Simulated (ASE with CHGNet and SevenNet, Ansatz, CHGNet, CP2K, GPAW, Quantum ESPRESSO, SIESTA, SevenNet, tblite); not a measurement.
# Machine-learned potentials runs on random packing of 61Li2S-17P2S5-22LiCl (mol %) (62 atoms)

Aim: run random packing of 61Li2S-17P2S5-22LiCl (mol %) (62 atoms) in machine-learned potentials and see how near its forces come to a plane-wave reference, and at what cost.

Calculated with ASE with CHGNet and SevenNet; the method is named at each step.

**1. The structure**

The cell holds 62 atoms: 26 Li, 26 S, 6 P and 4 Cl. Cell: a = 10.731 Å, b = 10.731 Å, c = 10.731 Å, α = 90.0°, β = 90.0°, γ = 90.0°. 62 atoms (26 Li, 26 S, 6 P, 4 Cl) packed at random in a cube at 1.8 g/cm³ and pushed apart as soft spheres, cations and anions kept from their own kind; a start for melting by ab initio MD, not an equilibrated structure. Then every atom was moved at random, 0.05 Å r.m.s. a Cartesian component.

The yardstick, on the same geometry:

| Quantity | Value |
| --- | --- |
| method | Kohn-Sham DFT, PBE, PAW, plane waves (Ansatz 0.2.0); cutoff 420 eV, Γ point, fermi-dirac smearing of 0.05 eV; PAW set soft_2 |
| r.m.s. force component | 0.6146 eV/Å |
| longest force | 2.328 eV/Å |
| pressure | -0.6433 GPa |
| SCF cycles | 11 |
| time | 4.5 s on 8 threads of Arm Neoverse V2, shared host |
| CPU time | 31 s |

**2. CHGNet 0.3.0 potential**

Method: machine-learned interatomic potential CHGNet 0.3.0, trained on PBE(+U) plane-wave data.

Contents of run.py:

```python
import numpy as np
from ase.io import read
import mlip  # loads the published weights by name

atoms = read("structure.xyz")
atoms.calc = mlip.calc("chgnet-0.3.0")
energy = atoms.get_potential_energy()
forces = atoms.get_forces()
print(f"energy {energy:.6f} eV")
print("forces (eV/A)")
for i, (a, f) in enumerate(zip(atoms, forces)):
    print(f"{i:4d} {a.symbol:2s} {f[0]:10.5f} {f[1]:10.5f} {f[2]:10.5f}")
stress = -atoms.get_stress(voigt=False) * 160.21766
print("stress (GPa, compression positive)")
for row in stress:
    print(" ".join(f"{x:10.4f}" for x in row))
```

Contents of structure.xyz:

```xyz
62
Lattice="10.73070 0.00000 0.00000 0.00000 10.73070 0.00000 0.00000 0.00000 10.73070" Properties=species:S:1:pos:R:3 pbc="T T T"
Li 10.42166 0.05891 6.18958
Li 4.38188 8.68586 1.65832
Li 10.51973 5.40924 4.61431
Li 7.18528 0.30765 1.02081
Li 3.42095 2.89117 6.01874
Li 5.11919 5.40516 8.78973
Li 1.70532 3.87679 10.72941
Li 7.87075 9.13923 7.92516
Li 9.10822 3.70842 10.24084
Li 1.99097 1.19422 3.76551
Li 0.80405 9.13204 8.83448
Li 0.26269 1.81510 8.55827
Li 9.31339 3.61871 6.98429
Li 4.53833 0.57935 8.24515
Li 8.69959 3.56528 3.06565
Li 5.03377 2.34605 1.69309
Li 6.04954 10.53240 5.86722
Li 4.70981 7.29194 6.48285
Li 7.38058 6.40408 3.05782
Li 1.56668 9.01776 2.91768
Li 1.49307 0.86661 0.66090
Li 1.29251 5.03484 7.34044
Li 8.02753 9.58112 3.65316
Li 9.18999 7.82933 0.97209
Li 4.37609 8.66976 9.22808
Li 0.62260 5.95414 1.86832
S 6.33744 7.31447 8.17272
S 4.74994 4.03249 3.17886
S 5.49197 6.72128 4.15332
S 7.88621 8.81903 10.16852
S 0.27953 3.97787 8.87633
S 1.71702 3.36536 3.13916
S 7.46567 1.94322 5.26523
S 2.70821 6.80176 2.80565
S 4.26642 9.26049 5.35537
S 10.07602 7.96078 3.24110
S 0.16257 2.27298 6.18045
S 9.19911 0.86565 9.74991
S 7.35107 4.84888 6.72976
S 2.30002 0.61991 8.45407
S 6.64981 8.49796 2.16867
S 5.02122 0.56046 3.20869
S 5.94459 2.46109 7.71419
S 7.17261 2.59758 1.33222
S 2.99762 5.80263 5.76346
S 5.87849 5.84136 1.00386
S 3.57740 3.06769 9.50289
S 8.98653 8.97333 5.82988
S 9.27594 1.27588 2.77560
S 4.27533 0.48428 0.16150
S 1.28543 9.30824 5.33284
S 9.19653 5.08045 1.21890
P 6.30547 3.44863 10.24320
P 10.00251 10.27561 1.88560
P 7.72374 1.82916 8.62501
P 8.34709 6.88986 5.68663
[... 2 atom lines left out ...]
Cl 2.74148 8.38433 7.77042
Cl 10.15682 6.25739 6.78255
Cl 0.82337 8.32305 0.51389
Cl 2.99301 6.63780 10.29525
```

Run with:

```sh
$ OMP_NUM_THREADS=1 python run.py > output.txt
```

The program printed:

```text
CHGNet v0.3.0 initialized with 412,525 parameters
CHGNet will run on cpu
energy -239.063721 eV
forces (eV/A)
   0 Li    0.34487    0.36412   -0.00848
   1 Li   -0.14198   -0.06224    0.10903
   2 Li    0.67980   -0.18135   -0.63196
   3 Li   -0.19758   -0.62667   -0.08540
   4 Li   -0.32113    0.44896   -0.11348
   5 Li   -0.41663    0.15966    0.23674
   6 Li    0.17031    0.33236    0.31317
   7 Li   -0.07476   -0.08266   -0.07192
   8 Li   -0.01567   -0.21375   -0.12256
   9 Li    0.00991   -0.16757    0.42502
  10 Li    0.31779    0.00709    0.19443
  11 Li    0.22637   -0.46114   -0.32489
  12 Li   -0.06487   -0.23606    0.14960
  13 Li    0.00149    0.19158    0.37933
  14 Li   -0.13777    0.45405   -0.17522
  15 Li   -0.79924   -0.48687   -0.11466
  16 Li    0.40046    0.51273   -0.44903
  17 Li   -0.21581   -0.07985   -0.01960
  18 Li    0.87525   -0.20412   -0.80292
  19 Li    0.05713   -0.34815    0.09171
  20 Li    0.36832   -0.14934   -0.32826
  21 Li    1.03228    0.13982   -0.68332
  22 Li    0.11063    0.19231    0.18318
  23 Li   -0.05167   -0.60789    0.08077
[...]
54 P     0.10739    0.87233    0.38084
  55 P    -0.70483    0.53581   -0.07596
  56 P    -0.44653   -0.62398    1.03078
  57 P    -0.35705    1.13870   -0.50813
  58 Cl   -0.34589   -0.04434   -0.06286
  59 Cl    1.30324    0.06297   -0.24802
  60 Cl   -0.42148    0.77217   -0.33778
  61 Cl    1.19873   -0.89143   -0.07360
stress (GPa, compression positive)
   -0.9653    -0.1487    -0.0887
   -0.1487    -2.4875     0.2341
   -0.0887     0.2341    -1.0994
```

Elapsed: 3.6 s, on 1 thread of Arm Neoverse V2, shared host; peak memory 0.66 GiB.

Banners, paths, timers and routine set-up lines are dropped from the logs unmarked, and long logs keep their key lines alone; longer cuts are marked.

Numbers from this run, and their distance from the reference:

```yaml
r_m_s_force_component: 0.5581 eV/Å
r_m_s_difference_of_force_components: 334.9 meV/Å
longest_difference_of_force_vectors: 1726 meV/Å
force_difference_over_r_m_s_force: 54.48 %
slope_of_forces_against_the_reference_s: 0.7638
correlation_of_force_components: 0.8412
pressure: -1.517 GPa
pressure_difference: -0.8741 GPa
```

Length of the force difference by element (eV/Å):

```csv
element,atoms,mean,most
Cl,4,0.48,0.57
Li,26,0.20,0.54
P,6,0.79,1.7
S,26,0.62,1.4
```

A closer look about S49, which bears the longest force: 9 atoms, nearest first, numbered in the order of the input, with positions taken from that point.

```csv
atom,x,y,z,distance (Å),Fx,Fy,Fz (eV/Å)
S49,0.00,0.00,0.00,0.00,0.81,-2.31,-0.11
P54,0.73,-1.73,-0.89,2.08,-0.07,0.50,1.28
Li15,-0.58,2.29,0.29,2.38,-0.14,0.45,-0.18
Li23,-1.25,-2.43,0.88,2.87,0.11,0.19,0.18
S44,-2.10,1.32,-1.44,2.87,-0.28,0.97,-1.80
Li4,-2.09,-0.97,-1.75,2.90,-0.20,-0.63,-0.09
S33,-1.81,0.67,2.49,3.15,-0.13,0.09,0.23
Li10,3.45,-0.08,0.99,3.59,0.01,-0.17,0.43
Li21,2.95,-0.41,-2.11,3.65,0.37,-0.15,-0.33
```

Atoms are counted from 1 here, from 0 in the log.

Forces lie 54 % from the reference's, at 0.10 times its CPU time (on 1 against 8 cores).

**3. CHGNet r2SCAN potential**

Method: machine-learned interatomic potential CHGNet r2SCAN, trained on r2SCAN plane-wave data.

Changes to run.py since step 2:

```diff
@@ -5,3 +5,3 @@
 atoms = read("structure.xyz")
-atoms.calc = mlip.calc("chgnet-0.3.0")
+atoms.calc = mlip.calc("chgnet-r2scan")
 energy = atoms.get_potential_energy()
```

structure.xyz is that of step 2.

The program printed:

```text
CHGNet vr2scan initialized with 412,525 parameters
CHGNet will run on cpu
energy -391.476685 eV
forces (eV/A)
   0 Li    0.30065    0.27132   -0.03109
   1 Li   -0.09102   -0.06331    0.12007
   2 Li    0.60399   -0.11677   -0.39999
   3 Li   -0.20982   -0.44041   -0.03536
   4 Li   -0.30274    0.37384   -0.09508
   5 Li   -0.35537    0.19194    0.18920
   6 Li    0.15878    0.25982    0.18173
   7 Li   -0.03197   -0.08781   -0.01323
   8 Li    0.12028   -0.12627   -0.05589
   9 Li    0.02384   -0.12824    0.36815
  10 Li    0.33172   -0.02909    0.15393
  11 Li    0.18379   -0.31416   -0.23147
  12 Li   -0.03650   -0.17492    0.03002
  13 Li   -0.05570    0.14638    0.25802
  14 Li   -0.09890    0.26891   -0.17320
  15 Li   -0.54120   -0.38539    0.00672
  16 Li    0.30436    0.47105   -0.37271
  17 Li   -0.23579   -0.02032   -0.03418
  18 Li    0.60504   -0.08980   -0.63700
  19 Li    0.07752   -0.36223    0.06359
  20 Li    0.36334   -0.10884   -0.31954
  21 Li    0.84678    0.07016   -0.45521
  22 Li    0.02413    0.13102    0.19256
  23 Li    0.02929   -0.49967    0.02171
[...]
54 P     0.22357    0.38478    0.08355
  55 P    -0.36269    0.90525    0.03797
  56 P    -0.53401   -0.31161    1.45008
  57 P    -0.61785    1.07842   -0.75596
  58 Cl   -0.27671    0.08931   -0.04033
  59 Cl    1.30376   -0.15490   -0.81312
  60 Cl   -0.49002    0.49455   -0.37948
  61 Cl    0.89256   -0.60256   -0.00769
stress (GPa, compression positive)
   -1.8000    -0.0661    -0.4338
   -0.0661    -3.1095     0.2583
   -0.4338     0.2583    -1.9760
```

It took 3.1 s on 1 thread; peak memory 0.67 GiB.

Compared with the plane-wave run:

* r.m.s. force component: 0.5069 eV/Å
* r.m.s. difference of force components: 397.4 meV/Å
* longest difference of force vectors: 2138 meV/Å
* force difference over r.m.s. force: 64.65 %
* slope of forces against the reference's: 0.6311
* correlation of force components: 0.7652
* pressure: -2.295 GPa
* pressure difference: -1.652 GPa

Against the first run (54 %), the force difference from the reference is 65 %, at 0.97 times the CPU time; this potential was trained at another functional than the reference's, which explains only part of so large a difference.

**4. SevenNet l3i5 potential**

Method: machine-learned interatomic potential SevenNet l3i5, trained on PBE(+U) plane-wave data.

Changes to run.py since step 3:

```diff
@@ -5,3 +5,3 @@
 atoms = read("structure.xyz")
-atoms.calc = mlip.calc("chgnet-r2scan")
+atoms.calc = mlip.calc("7net-l3i5")
 energy = atoms.get_potential_energy()
```

structure.xyz is that of step 3.

The program printed:

```text
energy -212.890106 eV
forces (eV/A)
   0 Li    0.32969    0.37930   -0.08679
   1 Li   -0.02520   -0.12420    0.21204
   2 Li    0.61105   -0.01423   -0.48702
   3 Li   -0.08630   -0.67860   -0.13241
   4 Li   -0.38992    0.59783   -0.18335
   5 Li   -0.30364    0.00575    0.44178
   6 Li    0.23019    0.48038    0.25798
   7 Li   -0.10693   -0.16361   -0.05972
   8 Li   -0.20356   -0.54757   -0.32275
   9 Li   -0.00159   -0.33206    0.49451
  10 Li    0.33537   -0.07748    0.22373
  11 Li    0.33004   -0.39933   -0.44679
  12 Li   -0.41045   -0.12037    0.20708
  13 Li    0.00159    0.31020    0.37030
  14 Li   -0.16978    0.05316   -0.19704
  15 Li   -0.82105   -0.51047   -0.30407
  16 Li    0.42464    0.62433   -0.39220
  17 Li   -0.28795   -0.17868   -0.11733
  18 Li    0.98321   -0.19818   -0.84082
  19 Li   -0.03982   -0.49471    0.28219
  20 Li    0.42191   -0.28462   -0.31103
  21 Li    1.09666    0.12224   -0.48701
  22 Li    0.33470    0.19357    0.10204
  23 Li   -0.04193   -0.53132    0.21662
[...]
54 P     1.10988    1.89063    0.77707
  55 P    -0.06415    0.54773   -0.80789
  56 P    -0.26925   -0.99187    1.14922
  57 P    -0.31632    1.07525   -0.80694
  58 Cl   -0.17213   -0.12318    0.16194
  59 Cl    0.40739    0.36751   -0.71733
  60 Cl   -0.06190    0.47387   -0.32147
  61 Cl    0.74134   -0.62002    0.13077
stress (GPa, compression positive)
   -1.5630    -0.2816    -0.0323
   -0.2816    -1.9198     0.4128
   -0.0323     0.4128    -0.4980
```

Wall time 8.9 s (1 thread); peak memory 0.96 GiB.

Against the reference:

```
r.m.s. force component                  : 0.5895 eV/Å
r.m.s. difference of force components   : 267.2 meV/Å
longest difference of force vectors     : 1881 meV/Å
force difference over r.m.s. force      : 43.48 %
slope of forces against the reference's : 0.8654
correlation of force components         : 0.9023
pressure                                : -1.327 GPa
pressure difference                     : -0.6836 GPa
```

Against the first run (54 %), the force difference from the reference is 43 %, at 2.7 times the CPU time.

**5. The ladder**

Differences are against the plane-wave reference, forces as r.m.s. over components; share is that over the reference's r.m.s. force, slope the least-squares factor from reference forces to these. Total energies of different programs have different zeros and aren't compared.

```csv
run,"Δ force, r.m.s. (meV/Å)",share (%),slope,Δ pressure (GPa),cores,CPU time,memory (GiB)
reference,-,-,-,-,8,31 s,1.2
CHGNet 0.3.0 potential,335,54.5,0.764,-0.874,1,3.1 s,0.66
CHGNet r2SCAN potential,397,64.7,0.631,-1.65,1,3.1 s,0.67
SevenNet l3i5 potential,267,43.5,0.865,-0.684,1,8.4 s,0.96
```

Times of the machine-learned potentials are mostly Python's start and the loading of weights.

CPU time is summed over cores on a shared host, where runs went side by side, so it is rough. Symmetry, cutoffs, thresholds, outputs and thread counts weren't matched or tuned between programs; memory under MPI is the largest rank's times the ranks.

A second geometry, displaced anew (every atom was moved at random, 0.08 Å r.m.s. a Cartesian component), gives an energy difference that all programs can be tested on. The reference puts it at 6.660 meV/atom.

```csv
run,energy less the first geometry's (meV/atom),error (meV/atom),force share at the second geometry (%)
CHGNet 0.3.0 potential,3.357,-3.30,52.2
CHGNet r2SCAN potential,1.971,-4.69,57.9
SevenNet l3i5 potential,0.3123,-6.35,41.4
```

**6. Summary of results**

```json
{"nearest in forces": "SevenNet l3i5 potential, 43 %", "its CPU time": "8.4 s"}
```

**Reading.** Machine-learned potentials differ by 43 % (SevenNet l3i5 potential) to 65 % (CHGNet r2SCAN potential); they were trained on other programs' data, some at another functional. Among those trained on PBE data the slope goes as low as 0.76, with a correlation of 0.84, so directions differ as well as sizes. The energy difference between the two geometries, 6.66 meV/atom in the reference, is met best by CHGNet 0.3.0 potential (-3.3) and worst by SevenNet l3i5 potential (-6.35). Machine-learned potentials mimic data converged in k, so the reference's own k-point error enters their differences. The electronic-structure runs sample only Γ, in a cell whose shortest periodic width is 11 Å, which is coarse for a cell with partly filled levels.

[Also dropped from logs without a mark: logging warnings of Python, and SIESTA's first energy breakdown and zero terms.]

[Logs are printed without paths, hosts, clocks, repeated set-up lines and the standing remarks that a program may print on its own settings, such as how far it seeks lower states.]

[Hosts, paths, dates, database ids (printed as entryN), source tags and the programs' standing remarks are cut or masked in the printed files.]
